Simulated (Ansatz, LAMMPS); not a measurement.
## Relaxing amorphous 52In2O3-48Li2O (mol %) (125 atoms)

How does amorphous 52In2O3-48Li2O (mol %) (125 atoms) relax, and what do bonds, charges and levels look like afterwards?

Calculated with Ansatz 0.2.0; Kohn-Sham DFT, PBE, PAW (set soft_2), plane waves.

## Step 1: Set-up

The cell holds 125 atoms: 32 In, 30 Li and 63 O. Cell: a = 11.348 Å, b = 11.348 Å, c = 11.348 Å, α = 90.0°, β = 90.0°, γ = 90.0°. 125 atoms (32 Sc, 30 Li, 63 O) placed at random at 3.4 g/cm³, melted at 5000 K for 10 ps at fixed volume with the Morse and Coulomb pair potential with partial charges (Pedone, Malavasi, Menziani, Cormack and Segre, J. Phys. Chem. B 110, 11780 (2006)). Quenched from 5000 K to 300 K at 300 K/ps and fixed volume, held 10 ps at zero pressure, then minimised at fixed cell. Then Sc was replaced by In and the cell scaled by 1.023 (the potential has no terms for the new elements, so the cell is a start for a DFT relaxation).

Before any run, some limits are plain. The quench rate of 300 K/ps is orders of magnitude faster than experiment, which tends to freeze in extra defects. The network of bonds at the start is that of the classical potential that made the cell. Only the Γ point is sampled, in a cell whose shortest periodic width is 11 Å.

## Step 2: How the cell was made

A classical potential makes the cell, at a small fraction of what the same run would cost in DFT.

This step: classical MD, Morse and Coulomb pair potential with partial charges (Pedone, Malavasi, Menziani, Cormack and Segre, J. Phys. Chem. B 110, 11780 (2006)) (LAMMPS 22 Jul 2025 - Update 4).

Contents of in.lmp:

```
# melt-quench of Sc32Li30O63
units metal
atom_style charge
boundary p p p
region box block 0 10.9032 0 10.9032 0 10.9032
create_box 3 box
mass 1 44.9559   # Sc
mass 2 6.9400   # Li
mass 3 15.9990   # O
create_atoms 1 random 32 897654 NULL overlap 1.5 maxtry 2000
create_atoms 2 random 30 897661 NULL overlap 1.5 maxtry 2000
create_atoms 3 random 63 897668 NULL overlap 1.5 maxtry 2000
pair_style hybrid/overlay pedone 5.5 coul/long 8.0
pair_coeff * * coul/long
pair_coeff 1 3 pedone 0.000333 3.144445 3.200000 2.6   # Sc-O
pair_coeff 2 3 pedone 0.001114 3.429506 2.681360 1   # Li-O
pair_coeff 3 3 pedone 0.042395 1.379316 3.618701 22   # O-O
set type 1 charge 1.8
set type 2 charge 0.6
set type 3 charge -1.2
kspace_style pppm 1.0e-4
neigh_modify delay 0 every 1 check yes
thermo_style custom step time temp pe press density
thermo_modify norm yes
timestep 0.002
thermo 100
min_style cg
minimize 1e-4 1e-4 200 2000
reset_timestep 0
velocity all create 5000 897655 mom yes dist gaussian
fix lim all nve/limit 0.05
fix lan all langevin 5000 5000 0.2 897656 zero yes
thermo 500
run 1000 post no
# [... 10 lines left out ...]
thermo 1666
fix md all npt temp 300 300 0.2 iso 0 0 2
run 5000 post no
unfix md
thermo 100
min_style cg
minimize 0 1e-3 2000 20000
write_dump all custom glass.dump id type xs ys zs modify sort id
```

Command:

```bash
$ lmp -in in.lmp -log none -nocite
```

Numbers of over 12 decimals in the logs are rounded to 6 here.

Output:

```text
LAMMPS (22 Jul 2025 - Update 4)
Created orthogonal box = (0 0 0) to (10.9032 10.9032 10.9032)
Created 32 atoms
Created 30 atoms
Created 63 atoms
PPPM initialization ...
  G vector (1/distance) = 0.38239221
  grid = 12 12 12
  estimated relative force accuracy = 4.3940752e-05
   Step          Time           Temp          PotEng         Press         Density
         0   0              0             -0.8087108      1573745.1      3.4010013
        81   0.162          0             -8.6208756      98849.115      3.4010013
Loop time of 0.0852618 s on 1 MPI rank(s) for 81 steps with 125 atoms
Minimization stats:
  Stopping criterion = energy tolerance
[... 37 lines left out ...]
     18326   36.652         290.86571     -8.7042727     -6814.839       3.1757392
     18833   37.666         299.83669     -8.7063052      15057.919      3.2298686
Loop time of 3.75779 s on 1 MPI rank(s) for 5000 steps with 125 atoms
   Step          Time           Temp          PotEng         Press         Density
     18833   37.666         299.83669     -8.7063109      15051.839      3.2298686
     18862   37.724         299.83669     -8.7494012     -2919.6983      3.2298686
Loop time of 0.0627011 s on 1 MPI rank(s) for 29 steps with 125 atoms
Minimization stats:
  Stopping criterion = linesearch alpha is zero
  Energy initial, next-to-last, final =
     -8.70631093201825  -8.74940122949287  -8.74940122949287
  Force two-norm initial, final = 12.01931 0.098214856
  Iterations, force evaluations = 29 83
```

Wall time 13 s (1 thread of Arm Neoverse V1, shared host); peak memory 0.072 GiB.

## Step 3: Single point at the start

The forces at the start show how far the geometry lies from a minimum of this functional.

Contents of input.yaml:

```yaml
crystal:
  lattice:
    - [11.34759, 0.0, 0.0]
    - [0.0, 11.34759, 0.0]
    - [0.0, 0.0, 11.34759]
  atoms:
    - { symbol: In, position: [0.24004, 0.34809, 0.27315] }
    - { symbol: In, position: [0.12321, 0.89958, 0.80673] }
    - { symbol: In, position: [0.21942, 0.53662, 0.49138] }
    - { symbol: In, position: [0.8843, 0.92398, 0.01662] }
    - { symbol: In, position: [0.28783, 0.18037, 0.81255] }
    - { symbol: In, position: [0.1526, 0.72225, 0.00036] }
    - { symbol: In, position: [0.91284, 0.5205, 0.62024] }
    - { symbol: In, position: [0.61806, 0.94046, 0.56082] }
    - { symbol: In, position: [0.87087, 0.01439, 0.37874] }
    - { symbol: In, position: [0.10146, 0.04215, 0.14336] }
    - { symbol: In, position: [0.60081, 0.42966, 0.0143] }
    - { symbol: In, position: [0.94043, 0.26822, 0.16297] }
    - { symbol: In, position: [0.01475, 0.17206, 0.89503] }
    - { symbol: In, position: [0.04473, 0.78943, 0.47856] }
    - { symbol: In, position: [0.41443, 0.71364, 0.97433] }
    - { symbol: In, position: [0.66842, 0.20045, 0.29915] }
    - { symbol: In, position: [0.73133, 0.47763, 0.31397] }
    - { symbol: In, position: [0.80298, 0.25603, 0.58792] }
    - { symbol: In, position: [0.49063, 0.01417, 0.31037] }
    - { symbol: In, position: [0.71531, 0.79335, 0.32255] }
    - { symbol: In, position: [0.82352, 0.03971, 0.73024] }
    - { symbol: In, position: [0.05195, 0.55596, 0.22052] }
    - { symbol: In, position: [0.89672, 0.63582, 0.88658] }
    - { symbol: In, position: [0.57325, 0.15418, 0.80493] }
    - { symbol: In, position: [0.82473, 0.37203, 0.85661] }
    - { symbol: In, position: [0.34828, 0.88779, 0.6058] }
    - { symbol: In, position: [0.48108, 0.63654, 0.48673] }
    - { symbol: In, position: [0.3311, 0.44834, 0.00738] }
    - { symbol: In, position: [0.09326, 0.07095, 0.60289] }
    - { symbol: In, position: [0.39333, 0.56445, 0.75132] }
    - { symbol: In, position: [0.25398, 0.80164, 0.29764] }
    - { symbol: In, position: [0.63864, 0.83626, 0.83141] }
    [... 87 atom lines left out ...]
    - { symbol: O, position: [0.69652, 0.02551, 0.88189] }
    - { symbol: O, position: [0.80659, 0.89467, 0.18601] }
    - { symbol: O, position: [0.04091, 0.98774, 0.30892] }
    - { symbol: O, position: [0.90361, 0.43909, 0.23212] }
    - { symbol: O, position: [0.85482, 0.18186, 0.299] }
    - { symbol: O, position: [0.68299, 0.01625, 0.39752] }
kpoints:
  mp_grid: { grid: [1, 1, 1] }
hamiltonian:
  xc: pbe
scf:
  occupations: { method: gaussian, width: 0.05 }
output:
  forces: true
  stress: true
  populations: true
  dos:
    method: { smearing: { sigma: 0.1 } }
    de: 0.1
    projected: { site_lists: { In: [In], Li: [Li], O: [O] } }
  eigenvalues: true
```

Command:

```bash
$ ansatz run input.yaml --threads 4 --pin off --max-ram 8192MiB --backend cpu --events-out ev --progress --plain --runs-dir out
```

Output:

```text
Engine: ansatz 0.2.0, aarch64-unknown-linux-gnu
Pseudopotentials: kind: paw
Pseudopotential: In, paw, valence charge 13, recommended cutoff 420 eV (normal), In.paw.azcp
Pseudopotential: Li, paw, valence charge 3, recommended cutoff 420 eV (normal), Li.paw.azcp
Pseudopotential: O, paw, valence charge 6, recommended cutoff 420 eV (normal), O.paw.azcp
Functional definition: PBE
  parameter kappa = 0.804
  parameter beta = 0.066725
  exchange = pbe_x(kappa = kappa, mu = beta*pi^2/3)
  correlation = pbe_c(beta = beta)
Crystal: 125 atoms, lattice volume = 1461.204 Å³
Basis set: ecut = 420 eV, 28425 PW (Γ), exchange–correlation on 160×160×160 points (8 copies of the dense FFT grid, shifted against one another)
Bands: 567, of which v1, the nominal top of the filled ones, is band 442 counted from 1 (441 counted from 0)
Symmetry: 1 space group operations
Space group: P1 (ITA 1), of the structure as read, at distance tolerance 1.1e-4 Å
k-points: 1
Non-local potential: In, projectors of the file, l = 0: 2, l = 1: 2, l = 2: 2, l = 3: 2
Non-local potential: Li, projectors of the file, l = 0: 3, l = 1: 2, l = 2: 1
Non-local potential: O, projectors of the file, l = 0: 2, l = 1: 2, l = 2: 1
PAW form: soft (Blöchl's): semilocal exchange-correlation on the pseudo side does not see the compensation charge
PAW one-centre angular grid: In, 590 points (default); XC on 64 Gauss nodes
PAW one-centre angular grid: Li, 110 points (default); XC on 64 Gauss nodes
PAW one-centre angular grid: O, 110 points (default); XC on 64 Gauss nodes
Initial density: superposition of atomic densities (neutral atoms: chi_scale 0, normalization atom), corrected by the library's trained network
Initial wavefunctions: pseudopotential atomic-orbital guess
Functional: x = pbe(κ = 0.804, μ = 0.219515), c = pbe(β = 0.066725)
SCF iter   1: F=—  HF=-221058.051733 eV  |F-HF|=—  |Δ(HF+E_count)|=         —  Δρ=2.09e-3  dr2=8.21e-2  ethr=1.77e-3  ⟨swp⟩=6.0  Hψ=2427  notcnv=0  defer=44
preconditioner: auto → Resta (q_TF=auto, 2.509 Å⁻¹)  ε∞=4.1  [insulator: Δε(μ)=1.203 eV  Ē_g=15.944 eV  σ=0.050 eV  W_gap=1.00  n_scr=388 (ndim 8)  ℏωp=27.9 eV  f_vac=0.030  D(μ)=0.00/eV (n_scr^D=0)  ε∞_Penn≈4.1]
SCF iter   2: F=—  HF=-221058.039177 eV  |F-HF|=—  |Δ(HF+E_count)|=   1.26e-2  Δρ=1.16e-3  dr2=1.68e-2  ethr=9.29e-6  ⟨swp⟩=2.0  Hψ=731  notcnv=0  defer=97
SCF iter   3: F=—  HF=-221058.039698 eV  |F-HF|=—  |Δ(HF+E_count)|=   5.21e-4  Δρ=5.10e-4  dr2=5.43e-3  ethr=1.90e-6  ⟨swp⟩=2.0  Hψ=823  notcnv=0  defer=97
SCF iter   4: F=—  HF=-221058.039856 eV  |F-HF|=—  |Δ(HF+E_count)|=   1.58e-4  Δρ=1.64e-4  dr2=4.46e-4  ethr=6.15e-7  ⟨swp⟩=2.0  Hψ=638  notcnv=0  defer=97
SCF iter   5: F=—  HF=-221058.039882 eV  |F-HF|=—  |Δ(HF+E_count)|=   2.65e-5  Δρ=1.14e-4  dr2=1.83e-4  ethr=5.05e-8  ⟨swp⟩=2.0  Hψ=848  notcnv=0  defer=97
SCF iter   6: F=—  HF=-221058.039853 eV  |F-HF|=—  |Δ(HF+E_count)|=   2.91e-5  Δρ=2.73e-5  dr2=1.10e-5  ethr=2.06e-8  ⟨swp⟩=2.0  Hψ=834  notcnv=0  defer=97
SCF iter   7: F=—  HF=-221058.037412 eV  |F-HF|=—  |Δ(HF+E_count)|=   2.44e-3  Δρ=1.76e-5  dr2=3.96e-6  ethr=1.24e-9  ⟨swp⟩=2.0  Hψ=891  notcnv=0  defer=97
SCF iter   8: F=—  HF=-221058.037412 eV  |F-HF|=—  |Δ(HF+E_count)|=   1.34e-7  Δρ=5.55e-6  dr2=4.19e-7  ethr=4.48e-10  ⟨swp⟩=2.0  Hψ=859  notcnv=0  defer=97
SCF iter   9: F=—  HF=-221058.037413 eV  |F-HF|=—  |Δ(HF+E_count)|=   3.33e-7  Δρ=3.09e-6  dr2=1.26e-7  ethr=1.13e-11  ⟨swp⟩=12.0  Hψ=2777  notcnv=0
SCF iter  10: F=-221058.037413 eV  HF=-221058.037413 eV  |F-HF|=1.14e-9  |Δ(HF+E_count)|=   6.55e-9  Δρ=1.18e-6  dr2=2.05e-8  ethr=1.13e-11  ⟨swp⟩=3.0  Hψ=1413  notcnv=0
SCF 1 converged in 10 iterations: F = -221058.037413 eV  dr2 = 2.05e-8
  greatest PAW one-centre occupation: 1.000 electrons in one spin orbital (limit 2), on the Li atom at site 51 (counted from 0), in its partial waves of l = 0
SCF converged after 10 iterations
Free energy (F): -221058.037413 eV
Harris-Foulkes:  -221058.037413 eV  (|F-HF|=1.14e-9)
Internal energy: -221058.037413 eV  (E = F + TS)
E sigma→0 (E₀):  -221058.037413 eV
Fermi energy:    7.794857 eV
--- Per-component energies (eV) ---
  E_band       = -3202.094503
  E_kinetic    = 19571.544123
  E_local      = -63391.412968  (includes V_loc(G=0)·N_el)
  E_nonlocal   = 13914.883498
  E_hartree    = 24413.366007
  E_xc         = -11842.339200
  E_vxc        = -9514.466037  (∫ρ·V_xc dr)
  E_paw        = -143728.351030  (= ΣΔE_a)
  E_vpaw       = -12609.520950  (= ΣTr[D̂ρ^β])
  E_aug_tail   = 0.153936  (compensation charges beyond the density's cutoff)
  E_ewald      = -59995.881780
  E_smearing   = -0.000000  (= −TS)
  E_closure    = 0.000000  (closes the sum)
  Σ components = -221058.037413   (vs F -221058.037413, Δ=0.00e0)
--- Forces (eV/Å), atoms counted from 1 ---
  atom   1  In    -0.04686245     0.06720321    -0.11620565
  atom   2  In     0.30981039     0.18199866     0.38535363
  atom   3  In     0.06264807     0.84579613    -0.22934857
  atom   4  In    -0.05919487    -0.33669633     0.11189328
  atom   5  In     0.25774012     0.23782528     0.00709186
  atom   6  In    -0.25466546     0.27342525     0.65954744
  atom   7  In    -0.34491928    -0.17611556    -0.12522034
  atom   8  In     0.08891505    -0.07405570    -0.08678850
  atom   9  In     0.14479443    -0.11598327    -0.33237172
  atom  10  In     0.05295457    -0.59945372     0.28035268
  atom  11  In    -0.29530518     0.01449506     0.02331902
  atom  12  In    -0.26894215     0.11502703    -0.00916152
  atom  13  In     0.16881524    -0.26939953     0.34667182
  atom  14  In     0.25135678    -0.10575636     0.01730925
[...]
atom 124  O      0.24980300     0.52042462     0.22392850
  atom 125  O     -0.02428255    -0.03929166     0.02837808
  max |Σ_I F_I| component: 4.61e-5 eV/Å
--- Stress (GPa, compression-positive) ---
        2.011739      -0.666391      -0.074051
       -0.666393       5.269444      -0.735457
       -0.074051      -0.735458       2.805485
  P = ⅓ Tr σ = 3.3622 GPa (33.622 kbar)
--- Band table (eV) ---
  k-point 0: bands = ["-37.4011", "-37.2409", "-37.1255", "-37.0660", [... 551 levels ...], "17.4833", "17.5065", "17.5561", "17.5824", "17.6138", "17.6478", "17.6915", "17.7025", "17.7830", "17.8246", "17.8658", "17.9387"]
--- Löwdin populations: 125 sites ---
  site symbol       q [e]
     0     In     11.9782
     1     In     11.8752
     2     In     11.9191
[...]
124      O      6.7490
  spilling = 0.004836 (of n_electrons = 884.000000)
```

Wall time 43 s (4 threads of Arm Neoverse V1, shared host); peak memory 2.4 GiB.

Reading the cycles: dr2 is the Hartree energy of the density residual (eV), the measure of convergence; HF is the Harris–Foulkes estimate of the energy, which meets the free energy F at convergence.

Numbers from this run:

| Property | Result |
| --- | --- |
| free energy | -221058.0374 eV |
| free energy per atom | -1768.4643 eV/atom |
| SCF cycles | 10 |
| pressure | 3.362 GPa |
| r.m.s. force component | 0.4491 eV/Å |
| longest force | 1.664 eV/Å |
| Fermi energy | 7.795 eV |
| gap (highest filled to lowest empty level) | 1.165 eV |
| spilling of the projection | 0.004836 |

The r.m.s. force component of 0.45 eV/Å and the pressure of 3.4 GPa set the starting point.

Neighbours are counted within 2.58 Å (O-In), 2.58 Å (O-Li).

Length of the force by element and coordination:

| element | coordination | atoms | mean length of the force (eV/Å) | spread | least | most |
| --- | --- | --- | --- | --- | --- | --- |
| In | all | 32 | 0.499 | 0.210 | 0.142 | 0.955 |
| In | 5 | 16 | 0.483 | 0.231 | 0.142 | 0.899 |
| In | 6 | 16 | 0.514 | 0.186 | 0.145 | 0.955 |
| Li | all | 30 | 0.497 | 0.217 | 0.122 | 0.944 |
| Li | 3 | 3 | 0.524 | 0.199 | 0.256 | 0.733 |
| Li | 4 | 22 | 0.502 | 0.211 | 0.122 | 0.944 |
| Li | 5 | 5 | 0.456 | 0.244 | 0.197 | 0.915 |
| O | all | 63 | 0.864 | 0.408 | 0.0542 | 1.66 |
| O | 3 | 1 | 0.380 | 0 | 0.380 | 0.380 |
| O | 4 | 25 | 0.642 | 0.288 | 0.0542 | 1.20 |
| O | 5 | 28 | 0.902 | 0.363 | 0.234 | 1.46 |
| O | 6 | 8 | 1.39 | 0.239 | 0.993 | 1.66 |
| O | 7 | 1 | 1.61 | 0 | 1.61 | 1.61 |

(Part 1 of 3 ends here.)

[Logs are printed without paths, hosts, clocks, repeated set-up lines and the standing remarks that a program may print on its own settings, such as how far it seeks lower states.]

[Hosts, paths, dates, database ids (printed as entryN), source tags and the programs' standing remarks are cut or masked in the printed files.]
